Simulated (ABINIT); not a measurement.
Planning a run of ABINIT 10.8.3 on GaAs (F-43m). The input:

```
acell 3*1.0 Angstrom
rprim 
  0.000000000000 2.826850000000 2.826850000000
  2.826850000000 0.000000000000 2.826850000000
  2.826850000000 2.826850000000 -0.000000000000
ntypat 2
znucl 31 33
natom 2
typat 1 2
xred 
  0.000000000000 0.000000000000 0.000000000000
  0.250000000000 0.250000000000 0.250000000000
pp_dirpath "pseudos"
pseudos "Ga.upf, As.upf"
ecut 45
ngkpt 4 4 4
nshiftk 1
shiftk 0 0 0
kptopt 1
chksymbreak 0
istwfk *1
occopt 1
irdwfk 1
optdriver 4
nband 95
gwcalctyp 28
ecutsigx 45
symsigma 0
nkptgw 8
kptgw 
  0.0000000000 0.0000000000 0.0000000000
  0.2500000000 0.0000000000 0.0000000000
  0.5000000000 0.0000000000 0.0000000000
  0.2500000000 0.2500000000 0.0000000000
  0.5000000000 0.2500000000 0.0000000000
  -0.2500000000 0.2500000000 0.0000000000
  0.5000000000 0.5000000000 0.0000000000
  -0.2500000000 0.5000000000 0.2500000000
bdgw 
  20 32
  20 32
  20 32
  20 32
  20 32
  20 32
  20 32
  20 32
ecuteps 5
irdscr 1
ppmodel 1
irdqps 1
rhoqpmix 0.3
indata_prefix "in"
outdata_prefix "out"
tmpdata_prefix "tmp"
```

```sh
OMP_NUM_THREADS=1 mpirun -n 8 abinit run.abi > log
```

Q: How long will it take on 8 MPI ranks of Intel Xeon Platinum 8259CL at 2.50GHz (Skylake/Cascade Lake), shared host, and how much memory?

It took 3.2 min; on shared hardware allow 95 s to 6.4 min. Peak host memory was 2.6 GiB.

[Paths, hosts, dates, memory and timing lines, banners, echoed tables and standing remarks are left out of the program output.]

[Logs are printed without paths, hosts, clocks, repeated set-up lines and the standing remarks that a program may print on its own settings, such as how far it seeks lower states.]

[Runs of the session that timed out or met a known fault of the program may be left out.]

[Hosts, paths, dates, database ids (printed as entryN), source tags and the programs' standing remarks are cut or masked in the printed files.]

[G0W0 gaps are taken among the corrected bands and points alone; a level outside them can change the order at an edge.]

[Where Ansatz stands beside ABINIT at settings called matched, ABINIT's density can come from a denser mesh and the files from another edition; pairs whose starting gaps differed by over 0.03 eV were left out, so agreement reads better than it is.]
